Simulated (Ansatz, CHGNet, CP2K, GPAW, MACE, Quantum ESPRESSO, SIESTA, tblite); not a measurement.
# (9,9) carbon nanotube bundle (108 atoms): other programs against plane waves

One geometry of (9,9) carbon nanotube bundle (108 atoms) is solved by several programs and methods. How far do their forces lie from a plane-wave PBE run?

Results are calculated, not measured.

**1. The structure**

The cell holds 108 atoms (108 C), with edges of 15.51, 15.51 and 7.38 Å. Recipe: graphene sheet (a = 2.46 Å) rolled into a (9,9) tube of diameter 12.21 Å, 3 periods, hexagonal bundle with 3.3 Å between walls; not relaxed, displaced by a Gaussian of 0.02 Å. Then every atom was moved at random, 0.02 Å r.m.s. a Cartesian component. The density is 1.40 g/cm³.

**2. The reference input**

Quantum ESPRESSO 7.5: Kohn-Sham DFT, PBE, SSSP efficiency 1.3.0 pseudopotentials, plane waves. Its input, pw.in:

```
&control
  calculation = 'scf'
  pseudo_dir = './pseudo'
  outdir = './tmp'
  disk_io = 'none'
  tprnfor = .true.
  tstress = .true.
/
&system
  ibrav = 0
  nat = 108
  ntyp = 1
  ecutwfc = 45
  ecutrho = 360
  nosym = .true.
  occupations = 'smearing'
  smearing = 'fd'
  degauss = 0.003675
/
&electrons
  conv_thr = 5.4e-07
  electron_maxstep = 100
  mixing_beta = 0.2
  mixing_mode = 'local-TF'
  diagonalization = 'david'
/
ATOMIC_SPECIES
C 12.011 C.upf
CELL_PARAMETERS angstrom
15.50642 0.00000 0.00000
-7.75321 13.42896 0.00000
0.00000 0.00000 7.38000
ATOMIC_POSITIONS crystal
C 0.41574 0.05107 0.16759
C 0.43680 0.10703 0.99484
C 0.45201 0.20444 0.00281
C 0.45584 0.25008 0.16010
[... 102 atom lines left out ...]
C 0.32837 0.89414 0.99418
C 0.35916 0.94481 0.83409
K_POINTS gamma
```

```console
$ OMP_NUM_THREADS=1 mpirun -np 4 pw.x -in pw.in > output.txt
```

It took 3 min on 4 MPI ranks of Arm Neoverse V1, shared host; peak memory 4.2 GiB; 12 min of CPU time.

It converged with an r.m.s. force component of 1.7 eV/Å and a pressure of 3.6 GPa.

**3. What was run beside it**

- CHGNet: machine-learned potential, published weights.
- CP2K 2026.2: Gaussian basis with GTH pseudopotentials and a plane-wave density; labels give functional, basis (MOLOPT sets; SR short-range, UZH the newer set with its own potentials), grid cutoff/relative cutoff and solver (OT: orbital transformation; TRS4, TC2, SIGN: linear-scaling purification with its sparsity filter), or its built-in tight binding.
- GPAW 26.7.0: PAW with atomic orbitals (LCAO), plane waves or a real-space grid of spacing h.
- MACE: machine-learned potential, published weights.
- SIESTA 5.4.2: numerical atomic orbitals, whose automatically made sets are far from complete, with PseudoDojo norm-conserving potentials that we converted to its format (checked against plane waves on the same files for H, C, O, Si, Ge and Ca alone); labels give functional, basis size, energy shift and mesh cutoff.
- tblite 0.8.0: extended tight binding, driven from Python.

All use the same cell and atoms, and the electronic-structure runs the same k-mesh.

**4. Side by side**

Differences are against the reference: forces as r.m.s. over components, share as that over the reference's r.m.s. force, slope as the fitted ratio of a run's forces to the reference's.

```tsv
run	Δ force, r.m.s. (meV/Å)	share (%)	slope	Δ pressure (GPa)	cores	CPU time	memory (GiB)
reference	-	-	-	-	4	12 min	4.2
CHGNet r2SCAN potential	493	29.9	0.766	-2.31	1	4.8 s	2.0
CP2K PBE, DZVP-MOLOPT-SR, 157/50 Ry, diagonalisation (coarse)	51.7	3.13	1.019	0.511	2	7 min	0.95
CP2K PBE, DZVP-MOLOPT-SR, 315/50 Ry, diagonalisation (coarse)	33.0	2.00	1.017	0.497	2	9.6 min	2.0
CP2K PBE, DZVP-MOLOPT-SR, 450/50 Ry, diagonalisation	31.2	1.89	1.016	0.496	4	9.1 min	3.8
CP2K PBE, TZVP-MOLOPT, 450/50 Ry, diagonalisation	12.2	0.74	1.004	0.226	4	2.2 h	4.2
CP2K PBE, TZVP-UZH, 450/50 Ry, diagonalisation	25.1	1.52	1.013	0.609	4	14 min	4.0
GPAW PBE, LCAO dzp, h 0.2 Å	135	8.16	1.065	-	2	2.3 min	1.4
GPAW RPBE, LCAO dzp, h 0.2 Å	154	9.32	1.073	-	2	2.3 min	1.4
MACE MP-0b2 small potential	362	21.9	0.844	-0.835	1	7.2 s	0.68
MACE MPA-0 medium potential	309	18.7	0.946	-1.11	1	9.3 s	1.2
SIESTA PBE, DZP, shift 0.01 Ry, mesh 100 Ry (coarse)	232	14.0	1.114	5.48	2	86 s	0.69
SIESTA PBE, DZP, shift 0.01 Ry, mesh 300 Ry	230	13.9	1.113	5.48	2	3.8 min	1.2
SIESTA PBE, SZP, shift 0.01 Ry, mesh 300 Ry (coarse)	453	27.4	1.208	12.6	2	2.9 min	1.1
tblite GFN1-xTB	195	11.8	0.960	-1.76	1	2.5 s	0.13
tblite GFN2-xTB	200	12.1	0.952	-3.62	1	6.7 s	0.13
```

Rows marked coarse were listed beforehand as settings not expected to be converged; some can still land near the reference.

Times of the machine-learned potentials are mostly Python's start and the loading of weights.

CPU time is summed over cores on shared hosts, so it is rough.

**5. Findings**

Forces lie from 0.74 % (CP2K PBE, TZVP-MOLOPT, 450/50 Ry, diagonalisation) to 30 % (CHGNet r2SCAN potential) of the reference's r.m.s. force of 1.7 eV/Å away from it. The PBE runs in local orbitals, coarse settings apart, differ by 0.74 % (CP2K PBE, TZVP-MOLOPT, 450/50 Ry, diagonalisation) to 14 % (SIESTA PBE, DZP, shift 0.01 Ry, mesh 300 Ry); basis, grid and potentials can all enter. Tight binding differs by 12 % in each run; it is another model, with fitted parameters of its own, and the xTB methods hold dispersion. Machine-learned potentials differ by 19 % (MACE MPA-0 medium potential) to 30 % (CHGNet r2SCAN potential); they were trained on other programs' data, some at another functional. Among those trained on PBE data the slope goes as low as 0.84, which softening far from their training structures can give, though the reference's k-sampling is untested too.

Rows with another functional or a dispersion term differ by 9.3 % (GPAW RPBE, LCAO dzp, h 0.2 Å), which mixes the change of model with differences of basis and potentials. Runs with settings chosen to be coarse differ by 2.0 % (CP2K PBE, DZVP-MOLOPT-SR, 315/50 Ry, diagonalisation) to 27 % (SIESTA PBE, SZP, shift 0.01 Ry, mesh 300 Ry), their programs' other errors included. SIESTA PBE, SZP, shift 0.01 Ry, mesh 300 Ry stiffens the forces by a factor of 1.21 while following their directions (correlation 0.989); the slopes of the 3 SIESTA runs lie between 1.11 and 1.21. From CP2K PBE, DZVP-MOLOPT-SR, 157/50 Ry, diagonalisation to the finer CP2K PBE, DZVP-MOLOPT-SR, 450/50 Ry, diagonalisation the share falls from 3.1 to 1.9 %. From SIESTA PBE, DZP, shift 0.01 Ry, mesh 100 Ry to the finer SIESTA PBE, DZP, shift 0.01 Ry, mesh 300 Ry the share goes from 14.0 to 13.9 %, so the grid isn't what parts these runs from the reference. Pressures at PBE, coarse settings apart, lie +0.23 to +5.48 GPa from the reference's.

Caveats: Periodic xTB results under one method name differ between programs and library versions. The reference's pressure holds the uncorrected Pulay stress of its 45 Ry basis, so small pressure differences may be the reference's own error. Machine-learned potentials mimic data converged in k, so the reference's own k-point error enters their differences. The electronic-structure runs sample only Γ, in a cell whose shortest periodic width is 7 Å, which is coarse for a cell with partly filled levels. The reference's pressure of 3.6 GPa reflects the volume that the recipe set, positions that aren't this level's minimum and the coarse k-sampling. The reference's PBE has no dispersion term. Where levels are smeared, the DFT runs use Fermi–Dirac occupations at 580 K (0.05 eV), and energies are free energies. The atoms were displaced at random, and shares hang on the size of the forces that this gives. The reference's cutoffs and mesh weren't converged further here.

[Logs are printed without paths, hosts, clocks, repeated set-up lines and the standing remarks that a program may print on its own settings, such as how far it seeks lower states.]

[Hosts, paths, dates, database ids (printed as entryN), source tags and the programs' standing remarks are cut or masked in the printed files.]

[Cells were taken only where this reference lay near another plane-wave run.]
